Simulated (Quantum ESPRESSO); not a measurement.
# MgS (Niningerite): from the cell to the phonon bands, part 3 of 3

Wanted: phonon bands, density of states and zone-centre response of MgS (Niningerite).

Quantum ESPRESSO 7.5; DFT LDA, scalar-relativistic, plane waves, PseudoDojo norm-conserving pseudopotentials.

So far, highest frequency (cm⁻¹): step 7 (dispersion) 403. The relaxed cell has a = 5.132 Å (conventional setting).

**9. Modes with the sum rule**

A rigid shift of the crystal must cost nothing, but grids and finite bases break this; the acoustic sum rule is imposed before the matrix is diagonalised again. With Born charges the intensities follow, and the static dielectric tensor.

The input, dynmat.in:

```
&INPUT
  fildyn = 'x.dyn1'
  asr    = 'simple'
  fileig = 'dynmat.eig'
  lperm  = .true.
/
```

Command:

```
dynmat.x -in dynmat.in > dynmat.out
```

Numbers of over 12 decimals in the logs are rounded to 6 here.

The log of the run:

```text
[banner, memory and clock lines left out]
Program DYNMAT v.7.5

     Reading Dynamical Matrix from file x.dyn1
     ...Force constants read
     ...epsilon and Z* read
     A direction for q was not specified:TO-LO splitting will be absent

     Polarizability (A^3 units)
     multiply by 0.392293 for Clausius-Mossotti correction
        12.494979   -0.000000   -0.000000
        -0.000000   12.494979    0.000000
        -0.000000    0.000000   12.494979

     IR activities are in (D/A)^2/amu units

# mode   [cm-1]    [THz]      IR
    1      0.00    0.0000    0.0000
    2      0.00    0.0000    0.0000
    3      0.00    0.0000    0.0000
    4    251.42    7.5374    8.8894
    5    251.42    7.5374    8.8894
    6    251.42    7.5374    8.8894

Electronic dielectric permittivity tensor (relative, adimensional)
         5.647347   -0.000000   -0.000000
        -0.000000    5.647347    0.000000
        -0.000000    0.000000    5.647347

 ... with zone-center polar mode contributions
        14.524741    0.000000    0.000000
         0.000000   14.524741    0.000000
         0.000000    0.000000   14.524741
```

Wall time 0.68 s (1 thread of Intel Xeon Platinum 8559C (Emerald Rapids), shared host).

Read from the output:

```
mean static dielectric constant : 14.52
```

Unit eigenvectors of the mass-weighted matrix after the sum rule; no LO-TO term. Modes at Γ, with each element's share of the kinetic energy:

| mode | frequency (cm⁻¹) | symmetry | Mg % | S % |
| --- | --- | --- | --- | --- |
| 1 | 0.0 | acoustic | 43 | 57 |
| 2 | 0.0 | acoustic | 43 | 57 |
| 3 | 0.0 | acoustic | 43 | 57 |
| 4 | 251.4 | T1u | 57 | 43 |
| 5 | 251.4 | T1u | 57 | 43 |
| 6 | 251.4 | T1u | 57 | 43 |

Displacements in mode 5 (251.4 cm⁻¹), the largest set to 1:
```
Mg1  0.00  0.00  1.00
S2   0.00  0.00 -0.76
```

Degenerate modes summed, no LO-TO term. Lines of the infrared spectrum (strongest = 100):

| position (cm⁻¹) | lines merged | label | IR intensity, relative |
| --- | --- | --- | --- |
| 251 | 3 | T1u | 100 |

Static dielectric tensor (ions relaxed, fixed cell):

```
14.52  0.00  0.00
 0.00 14.52  0.00
 0.00  0.00 14.52
```

The rule moves no optical mode by more than 0.1 cm⁻¹.

**10. Sum rules set otherwise: a sum rule for molecules or wires on a crystal**

This rule also removes rotations, which suits wires and not a crystal; it is tried to see the harm.

The input, dynmat.in:

```
&INPUT
  fildyn = 'x.dyn1'
  asr    = 'one-dim'
  fileig = 'dynmat.eig'
  lperm  = .true.
/
```

Command:

```
dynmat.x -in dynmat.in > dynmat.out
```

The log of the run:

```text
[banner, memory and clock lines left out]
Program DYNMAT v.7.5

     Reading Dynamical Matrix from file x.dyn1
     ...Force constants read
     ...epsilon and Z* read
asr rotation axis in 1D system=    3
     Acoustic Sum Rule: || Z*(ASR) - Z*(orig)|| =    3.263968E+00
     Acoustic Sum Rule: ||dyn(ASR) - dyn(orig)||=    1.322975E-01
     A direction for q was not specified:TO-LO splitting will be absent

     Polarizability (A^3 units)
     multiply by 0.392293 for Clausius-Mossotti correction
        12.494979   -0.000000   -0.000000
        -0.000000   12.494979    0.000000
        -0.000000    0.000000   12.494979

     IR activities are in (D/A)^2/amu units

# mode   [cm-1]    [THz]      IR
    1     -0.00   -0.0000    0.0000
    2     -0.00   -0.0000    0.0000
    3     -0.00   -0.0000    0.0000
    4      0.00    0.0000    0.0000
    5    251.43    7.5378    8.8894
    6    251.43    7.5378    8.8894

Electronic dielectric permittivity tensor (relative, adimensional)
         5.647347   -0.000000   -0.000000
        -0.000000    5.647347    0.000000
        -0.000000    0.000000    5.647347

 ... with zone-center polar mode contributions
        10.085517   -4.438170   -0.000000
        -4.438170   10.085517    0.000000
        -0.000000    0.000000   14.523687
```

It took 0.68 s on 1 thread.

The program raised no error, yet the settings are not those of a careful run.

The fault: a sum rule for molecules or wires on a crystal; 1 optical mode is projected out to zero frequency, as if it were a rotation, and the static dielectric tensor is spoilt.

For a crystal the rule has to be 'simple' or 'crystal'.

Zone-centre frequencies as printed; negative means imaginary. Modes:

| mode | frequency (cm⁻¹) |
| --- | --- |
| 1 | 0 |
| 2 | 0 |
| 3 | 0 |
| 4 | 0 |
| 5 | 251.4 |
| 6 | 251.4 |

**11. The LO-TO splitting (1 0 0)**

A longitudinal polar mode sets up a macroscopic field that stiffens it; the term hangs on the direction from which q goes to zero.

The input, dynmat.in:

```
&INPUT
  fildyn = 'x.dyn1'
  asr    = 'simple'
  fileig = 'dynmat.eig'
  q(1)   = 1.0
  q(2)   = 0.0
  q(3)   = 0.0
/
```

Command:

```
dynmat.x -in dynmat.in > dynmat.out
```

The log of the run:

```text
[banner, memory and clock lines left out]
Program DYNMAT v.7.5

     Reading Dynamical Matrix from file x.dyn1
     ...Force constants read
     ...epsilon and Z* read

     Polarizability (A^3 units)
     multiply by 0.392293 for Clausius-Mossotti correction
        12.494979   -0.000000   -0.000000
        -0.000000   12.494979    0.000000
        -0.000000    0.000000   12.494979

     IR activities are in (D/A)^2/amu units

# mode   [cm-1]    [THz]      IR
    1     -0.00   -0.0000    0.0000
    2      0.00    0.0000    0.0000
    3      0.00    0.0000    0.0000
    4    251.42    7.5374    8.8894
    5    251.42    7.5374    8.8894
    6    403.21   12.0879    8.8894
```

Elapsed: 0.67 s, on 1 thread.

Numbers from this step:

| Item | Value |
| --- | --- |
| highest mode moved by the LO-TO term | 403.2 cm⁻¹ |

Zone-centre frequencies as printed; negative means imaginary. Modes:

| mode | frequency (cm⁻¹) |
| --- | --- |
| 1 | 0 |
| 2 | 0 |
| 3 | 0 |
| 4 | 251.4 |
| 5 | 251.4 |
| 6 | 403.2 |

The field moves one mode, from 251 to 403 cm⁻¹; the others stay.

**12. The dispersion under another sum rule (asr crystal)**

The sum rule corrects the force constants themselves, so it can shift branches at any wavevector, low ones most.

The input, matdyn.in:

```
&INPUT
  asr              = 'crystal'
  flfrc            = 'x.fc'
  flfrq            = 'x.freq'
  flvec            = 'x.modes'
  q_in_band_form   = .true.
  q_in_cryst_coord = .true.
/
8
  0.0000000   0.0000000   0.0000000   8  ! GAMMA
  0.0000000   0.5000000   0.5000000   8  ! X
  0.0000000   0.6250000   0.3750000   1  ! U
 -0.3750000   0.3750000   0.0000000   8  ! K
  0.0000000   0.0000000   0.0000000   8  ! GAMMA
  0.0000000   0.5000000  -0.0000000   8  ! L
 -0.2500000   0.5000000   0.2500000   8  ! W
  0.0000000   0.5000000   0.5000000   1  ! X
```

Command:

```
matdyn.x -in matdyn.in > matdyn.out
```

The log of the run:

```text
[banner, memory and clock lines left out]
Program MATDYN v.7.5

 mass for atomic type   1 not given; uses mass from file x.fc
 mass for atomic type   2 not given; uses mass from file x.fc
 Norm of the difference between old and new effective charges:    8.374e-17

 Norm of the difference between old and new force-constants:   8.41918e-06
```

The job ended after 0.69 s (1 thread).

At the labelled points the branches move by no more than 0.2 cm⁻¹.

**13. Outcome**

| Property | Result |
| --- | --- |
| space group after relaxation | Fm-3m |
| volume per atom | 16.9 Å³ |
| gap on the k-mesh | 2.65 eV |
| highest optical zone-centre mode (no LO-TO term) | 251.4 cm⁻¹ |
| highest mode moved by the LO-TO term | 403.2 cm⁻¹ |
| mean high-frequency dielectric constant | 5.65 |
| largest Born charge in size (third of the trace) | 2.31 e |
| mean static dielectric constant | 14.5 |
| q mesh | 4×4×4 |
| lowest mode on the q mesh (acoustic ones at the zone centre apart) | 108.3 cm⁻¹ |
| zero-point energy per atom | 42.8 meV |
| heat capacity at 300 K | 22.4 J/(mol atoms K) |
| vibrational entropy at 300 K | 25.0 J/(mol atoms K) |
| imaginary modes on the q mesh | none |

**Reading.** MgS (Niningerite) is dynamically stable on the 4×4×4 mesh; its spectrum reaches 403 cm⁻¹. At the LDA level the optical modes of MgS (Niningerite) at the zone centre (no LO-TO term) lie at 251 cm⁻¹. Along the directions run, the highest mode that the macroscopic field moves lies at 403 cm⁻¹. Lattice motion raises the mean dielectric constant from 5.647 to 14.52. The Born charge of S is -2.314 e against a formal charge of -2, somewhat above it. The Lyddane-Sachs-Teller relation holds: (ωLO/ωTO)² is 2.57 and ε₀/ε∞ is 2.57. These are harmonic frequencies at zero temperature: anharmonic shifts and linewidths and thermal expansion are left out.

[Host names and launcher messages were left out of these logs when they were recorded.]

[Logs are printed without paths, hosts, clocks, repeated set-up lines and the standing remarks that a program may print on its own settings, such as how far it seeks lower states.]

[Hosts, paths, dates, database ids (printed as entryN), source tags and the programs' standing remarks are cut or masked in the printed files.]
